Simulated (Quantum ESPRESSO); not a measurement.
## TePb (Fm-3m): from the cell to the phonon bands

How does TePb (Fm-3m) vibrate, and is this structure a minimum?

Main program and level: Quantum ESPRESSO 7.5; DFT LDA, scalar-relativistic, plane waves, GBRV ultrasoft pseudopotentials.

**What experiment says.**

For PbTe, rocksalt (melt-grown single-crystal fragment, about 42 um across, 125 K), “Correlated local dipoles in PbTe” (2017, arxiv:1709.02863) gives, by single-crystal x-ray diffraction: lattice constant a (cubic lattice constant a at 125 K) 6.4397 ± 0.0001 Å.

“Lattice Properties of PbX (X = S, Se, Te): Experimental Studies and ab initio Calculations Including Spin-Orbit Effects” (2008, arxiv:0808.3152) quotes from earlier work for PbTe, rock salt (bulk crystal, 300 K): infrared mode (TO at Gamma) 32 cm⁻¹ [soft, strongly temperature-dependent mode (18 cm-1 at 5 K); room-temperature value not …].

### Step 1. The starting structure

Symmetry: Fm-3m, No. 225, cubic system. The conventional cell has a = 6.462 Å, b = 6.462 Å, c = 6.462 Å, α = 90.00°, β = 90.00°, γ = 90.00°. Nearest to Te lie 6 Pb at 3.23 Å. Pb has 6 Te at 3.23 Å nearest. Farther neighbours and most contacts between anions are not listed.

### Step 2. A first look

A cheap run with smearing and empty bands tells whether the crystal has a gap, which decides between fixed occupations and smearing later on.

Input file probe.in:

```
 &control
    calculation='scf',
    prefix='x',
    outdir='./tmp',
    pseudo_dir='./pseudo',
    tprnfor=.true.,
    tstress=.true.,
    verbosity='high',
 /
 &system
    ibrav=2,
    celldm(1)=12.21141022,
    nat=2,
    ntyp=2,
    ecutwfc=40.0,
    ecutrho=240.0,
    occupations='smearing',
    smearing='gaussian',
    degauss=0.01,
 /
 &electrons
    conv_thr=1.0d-07,
    mixing_beta=0.7,
    electron_maxstep=100,
 /
ATOMIC_SPECIES
 Te    127.6000  Te.upf
 Pb    207.2000  Pb.upf
ATOMIC_POSITIONS crystal
 Te     0.500000000   0.500000000   0.500000000
 Pb     0.000000000   0.000000000   0.000000000
K_POINTS automatic
 6 6 6 0 0 0
```

Run with:

```console
$ OMP_NUM_THREADS=1 mpirun -n 4 pw.x -nk 4 -in probe.in > probe.out
```

Log:

```text
[banners, grids, parts of the stress and lines that vanish by symmetry left out]
Program PWSCF v.7.5
     bravais-lattice index     =            2
     lattice parameter (alat)  =      12.2114  a.u.
[...]
kinetic-energy cutoff     =      40.0000  Ry
     charge density cutoff     =     240.0000  Ry
     scf convergence threshold =      1.0E-07
[...]
Exchange-correlation= SLA  PZ   NOGX NOGC
                           (   1   1   0   0   0   0   0)
[...]
48 Sym. Ops., with inversion, found
[...]
(     0          1          0      )
                  (     0          0          1      )
[...]
(  0.0000000  1.0000000  0.0000000 )
                  (  0.0000000  0.0000000  1.0000000 )
[...]
(     1          0         -1      )
                  (     0          0         -1      )
[...]
(     0          1         -1      )
                  (     0          1          0      )
[...]
( -1.0000000  0.0000000  0.0000000 )
                  (  0.0000000  1.0000000  0.0000000 )
[...]
number of k points=    16  Gaussian smearing, width (Ry)=  0.0100
[...]
c_bands:  1 eigenvalues not converged
[...]
End of self-consistent calculation
[...]
the Fermi energy is     7.4217 ev
!    total energy              =    -190.62287042 Ry
[...]
convergence has been achieved in   7 iterations
[...]
atom    1 type  1   force =    -0.00000000   -0.00000000   -0.00000000
     atom    2 type  2   force =     0.00000000    0.00000000   -0.00000000
[...]
Total force =     0.000000     Total SCF correction =     0.000000
[...]
total   stress  (Ry/bohr**3)                   (kbar)     P=      -18.32
[...]
XML data file, charge density, pseudopotentials, collected wavefunctions

   JOB DONE.
```

Elapsed: 3.4 s, on 4 MPI ranks of Arm Neoverse V1, shared host; 13 s of CPU time.

Read from the output:

```yaml
volume_per_atom: 33.73 Å³
pressure: -1.832 GPa
gap_on_the_k_mesh: 0.6235 eV
```

A gap of 0.62 eV opens on this mesh, so the crystal is taken as an insulator; the start stands at -1.8 GPa.

### Step 3. Relaxation

The relaxation runs at a cutoff a fifth above that of the response, since stress converges more slowly with the basis than frequencies do. Forces and stress are brought to rest with tight thresholds.

Input file relax.in:

```
 &control
    calculation='vc-relax',
    prefix='x',
    outdir='./tmp',
    pseudo_dir='./pseudo',
    tprnfor=.true.,
    tstress=.true.,
    forc_conv_thr=2.0d-05,
    etot_conv_thr=1.0d-07,
    nstep=40,
 /
 &system
    ibrav=2,
    celldm(1)=12.21141022,
    nat=2,
    ntyp=2,
    ecutwfc=48,
    ecutrho=288.0,
    occupations='fixed',
    nbnd=12,
 /
 &electrons
    conv_thr=1.0d-11,
    mixing_beta=0.7,
    electron_maxstep=100,
 /
 &ions
 /
 &cell
    press_conv_thr=0.2,
 /
ATOMIC_SPECIES
 Te    127.6000  Te.upf
 Pb    207.2000  Pb.upf
ATOMIC_POSITIONS crystal
 Te     0.500000000   0.500000000   0.500000000
 Pb     0.000000000   0.000000000   0.000000000
K_POINTS automatic
 8 8 8 0 0 0
```

Run with:

```console
$ OMP_NUM_THREADS=1 mpirun -n 4 pw.x -nk 4 -in relax.in > relax.out
```

Log:

```text
[banners, grids, parts of the stress and lines that vanish by symmetry left out]
[banner, memory and clock lines left out]
Program PWSCF v.7.5

[...]
kinetic-energy cutoff     =      48.0000  Ry
     charge density cutoff     =     288.0000  Ry
     scf convergence threshold =      1.0E-11
[...]
energy convergence thresh.=      1.0E-07
     force convergence thresh. =      2.0E-05
     press convergence thresh. =      2.0E-01
     Exchange-correlation= SLA  PZ   NOGX NOGC
                           (   1   1   0   0   0   0   0)
[...]
48 Sym. Ops., with inversion, found
[...]
number of k points=    29
[...]
c_bands:  4 eigenvalues not converged
     c_bands:  3 eigenvalues not converged
     c_bands:  1 eigenvalues not converged
[...]
End of self-consistent calculation
[...]
highest occupied, lowest unoccupied level (ev):     7.1103    7.7339
!    total energy              =    -190.62309564 Ry
[...]
convergence has been achieved in  12 iterations
[...]
atom    1 type  1   force =    -0.00000000    0.00000000    0.00000000
     atom    2 type  2   force =     0.00000000    0.00000000    0.00000000
     Total force =     0.000000     Total SCF correction =     0.000000
[...]
total   stress  (Ry/bohr**3)                   (kbar)     P=      -18.72
[...]
number of bfgs steps    =   0
[...]
CELL_PARAMETERS (alat= 12.21141022)
[...]
ATOMIC_POSITIONS (crystal)
Te               0.5000000000        0.5000000000        0.5000000000
Pb               0.0000000000        0.0000000000        0.0000000000
[...]
New effective cutoffs (rho, wfc):  288.55   48.30
[...]
End of self-consistent calculation
[...]
highest occupied, lowest unoccupied level (ev):     7.2544    7.8574
!    total energy              =    -190.62358280 Ry
[...]
convergence has been achieved in   9 iterations
[...]
atom    1 type  1   force =     0.00000000   -0.00000000    0.00000000
     atom    2 type  2   force =    -0.00000000    0.00000000   -0.00000000
     Total force =     0.000000     Total SCF correction =     0.000000
[...]
total   stress  (Ry/bohr**3)                   (kbar)     P=      -14.74
[...]
number of bfgs steps    =   1
[...]
CELL_PARAMETERS (alat= 12.21141022)
[...]
ATOMIC_POSITIONS (crystal)
Te               0.5000000000        0.5000000000        0.5000000000
Pb              -0.0000000000       -0.0000000000        0.0000000000
[...]
New effective cutoffs (rho, wfc):  291.34   48.77
[...]
End of self-consistent calculation
[...]
highest occupied, lowest unoccupied level (ev):     7.4746    8.0455
!    total energy              =    -190.62408882 Ry
[...]
convergence has been achieved in  11 iterations
[...]
atom    1 type  1   force =    -0.00000000   -0.00000000    0.00000000
     atom    2 type  2   force =     0.00000000    0.00000000   -0.00000000
     Total force =     0.000000     Total SCF correction =     0.000000
[...]
total   stress  (Ry/bohr**3)                   (kbar)     P=       -8.37
[...]
number of bfgs steps    =   2
[...]
CELL_PARAMETERS (alat= 12.21141022)
[...]
ATOMIC_POSITIONS (crystal)
[...]
New effective cutoffs (rho, wfc):  294.98   49.38
[...]
End of self-consistent calculation
[...]
highest occupied, lowest unoccupied level (ev):     7.7658    8.2928
!    total energy              =    -190.62430275 Ry
[...]
convergence has been achieved in  14 iterations
[...]
atom    1 type  1   force =     0.00000000    0.00000000   -0.00000000
     atom    2 type  2   force =    -0.00000000    0.00000000   -0.00000000
     Total force =     0.000000     Total SCF correction =     0.000000
[...]
total   stress  (Ry/bohr**3)                   (kbar)     P=        0.52
[...]
number of bfgs steps    =   3
[...]
CELL_PARAMETERS (alat= 12.21141022)
[...]
ATOMIC_POSITIONS (crystal)
[...]
New effective cutoffs (rho, wfc):  294.77   49.34
[...]
End of self-consistent calculation
[...]
highest occupied, lowest unoccupied level (ev):     7.7487    8.2784
!    total energy              =    -190.62430356 Ry
[...]
convergence has been achieved in  11 iterations
[...]
atom    1 type  1   force =     0.00000000   -0.00000000    0.00000000
     atom    2 type  2   force =    -0.00000000   -0.00000000   -0.00000000
     Total force =     0.000000     Total SCF correction =     0.000000
[...]
total   stress  (Ry/bohr**3)                   (kbar)     P=       -0.02
[...]
number of bfgs steps    =   4
[...]
small trust_radius: resetting bfgs history
[...]
CELL_PARAMETERS (alat= 12.21141022)
[...]
ATOMIC_POSITIONS (crystal)
[...]
New effective cutoffs (rho, wfc):  294.77   49.34
[...]
End of self-consistent calculation
[...]
highest occupied, lowest unoccupied level (ev):     7.7488    8.2785
!    total energy              =    -190.62430356 Ry
[...]
convergence has been achieved in   3 iterations
[...]
atom    1 type  1   force =    -0.00000000   -0.00000000    0.00000000
     atom    2 type  2   force =     0.00000000    0.00000000   -0.00000000
     Total force =     0.000000     Total SCF correction =     0.000000
[...]
total   stress  (Ry/bohr**3)                   (kbar)     P=       -0.01
[...]
bfgs converged in   6 scf cycles and   5 bfgs steps
[...]
End of BFGS Geometry Optimization
     Final enthalpy           =    -190.6243035580 Ry
     File ./tmp/x.bfgs deleted, as requested
[...]
CELL_PARAMETERS (alat= 12.21141022)
[...]
ATOMIC_POSITIONS (crystal)
Te               0.5000000000        0.5000000000        0.5000000000
Pb              -0.0000000000       -0.0000000000        0.0000000000
[...]
Final scf calculation at the relaxed structure.
[...]
kinetic-energy cutoff     =      48.0000  Ry
     charge density cutoff     =     288.0000  Ry
     scf convergence threshold =      1.0E-13
[...]
press convergence thresh. =      2.0E-01
     Exchange-correlation= SLA  PZ   NOGX NOGC
                           (   1   1   0   0   0   0   0)
[...]
48 Sym. Ops., with inversion, found
[...]
number of k points=    29
[...]
c_bands:  1 eigenvalues not converged
     c_bands:  1 eigenvalues not converged
[...]
End of self-consistent calculation
[...]
highest occupied, lowest unoccupied level (ev):     7.7488    8.2785
!    total energy              =    -190.62425948 Ry
[...]
convergence has been achieved in  13 iterations
[...]
atom    1 type  1   force =     0.00000000   -0.00000000    0.00000000
     atom    2 type  2   force =    -0.00000000    0.00000000   -0.00000000
     Total force =     0.000000     Total SCF correction =     0.000000
[...]
total   stress  (Ry/bohr**3)                   (kbar)     P=       -0.09
[...]
XML data file, charge density, pseudopotentials, collected wavefunctions
```

Wall time 50 s (4 MPI ranks).

The steps of the relaxation:

| step | energy less that of the first step (eV) | largest force (eV/Å) | pressure (GPa) | volume (Å³) |
| --- | --- | --- | --- | --- |
| 1 | 0.0000 | 0.0000 | -1.87 | 67.46 |
| 2 | -0.0066 | 0.0000 | -1.47 | 66.82 |
| 3 | -0.0135 | 0.0000 | -0.84 | 65.86 |
| 4 | -0.0164 | 0.0000 | 0.05 | 64.65 |
| 5 | -0.0164 | 0.0000 | 0.00 | 64.72 |
| 6 | -0.0164 | 0.0000 | 0.00 | 64.72 |
| 7 | -0.0158 | 0.0000 | -0.01 | 64.72 |

| conventional cell, symmetrised | before | after | change |
| --- | --- | --- | --- |
| a (Å) | 6.462 | 6.373 | -1.4 % |
| b (Å) | 6.462 | 6.373 | -1.4 % |
| c (Å) | 6.462 | 6.373 | -1.4 % |
| volume (Å³/atom) | 33.73 | 32.36 | -4.1 % |

The relaxed structure:

```xyz
2
Lattice="-3.1866 0.0000 3.1866 0.0000 3.1866 3.1866 -3.1866 3.1866 0.0000" Properties=species:S:1:pos:R:3 pbc="T T T"
Te   -3.1866    3.1866    3.1866
Pb    0.0000    0.0000    0.0000
```

The last row of the table of steps is pw.x's closing run on a basis chosen anew for the final cell, so its energy can jump.

Read from the output:

```
volume per atom   : 32.36 Å³
pressure          : -0.009 GPa
gap on the k-mesh : 0.5297 eV
```

The volume changes by -4.1 % from the cell with which this run began.

### Step 4. Ground state

Perturbation theory inherits every error of the wavefunctions, so the threshold is set near the limit of the arithmetic. With a gap, occupations are fixed, which also allows the response to an electric field.

Input file scf.in:

```
 &control
    calculation='scf',
    prefix='x',
    outdir='./tmp',
    pseudo_dir='./pseudo',
    tprnfor=.true.,
    tstress=.true.,
 /
 &system
    ibrav=2,
    celldm(1)=12.04355227,
    nat=2,
    ntyp=2,
    ecutwfc=40.0,
    ecutrho=240.0,
    occupations='fixed',
    nbnd=12,
 /
 &electrons
    conv_thr=1.0d-12,
    mixing_beta=0.7,
    electron_maxstep=100,
 /
ATOMIC_SPECIES
 Te    127.6000  Te.upf
 Pb    207.2000  Pb.upf
ATOMIC_POSITIONS crystal
 Te     0.500000000   0.500000000   0.500000000
 Pb     0.000000000   0.000000000   0.000000000
K_POINTS automatic
 8 8 8 0 0 0
```

Run with:

```console
$ OMP_NUM_THREADS=1 mpirun -n 4 pw.x -nk 4 -in scf.in > scf.out
```

Log:

```text
[banners, grids, parts of the stress and lines that vanish by symmetry left out]
[banner, memory and clock lines left out]
Program PWSCF v.7.5

[...]
kinetic-energy cutoff     =      40.0000  Ry
     charge density cutoff     =     240.0000  Ry
     scf convergence threshold =      1.0E-12
[...]
Exchange-correlation= SLA  PZ   NOGX NOGC
                           (   1   1   0   0   0   0   0)
[...]
48 Sym. Ops., with inversion, found
[...]
number of k points=    29
[...]
c_bands:  3 eigenvalues not converged
     c_bands:  4 eigenvalues not converged
     c_bands:  2 eigenvalues not converged
     c_bands:  4 eigenvalues not converged
     c_bands:  2 eigenvalues not converged
[...]
End of self-consistent calculation
[...]
highest occupied, lowest unoccupied level (ev):     7.7488    8.2784
!    total energy              =    -190.62395535 Ry
[...]
convergence has been achieved in  13 iterations
[...]
atom    1 type  1   force =    -0.00000000    0.00000000   -0.00000000
     atom    2 type  2   force =     0.00000000    0.00000000    0.00000000
     Total force =     0.000000     Total SCF correction =     0.000000
[...]
total   stress  (Ry/bohr**3)                   (kbar)     P=        0.20
[...]
XML data file, charge density, pseudopotentials, collected wavefunctions
```

Wall time 9.3 s (4 MPI ranks).

Numbers from this step:

```
pressure          : 0.02 GPa
gap on the k-mesh : 0.5296 eV
```

The cell stands at 0.02 GPa, close enough for phonons.

[end of part 1 of 3]

[Host names and launcher messages were left out of these logs when they were recorded.]

[Logs are printed without paths, hosts, clocks, repeated set-up lines and the standing remarks that a program may print on its own settings, such as how far it seeks lower states.]

[Hosts, paths, dates, database ids (printed as entryN), source tags and the programs' standing remarks are cut or masked in the printed files.]
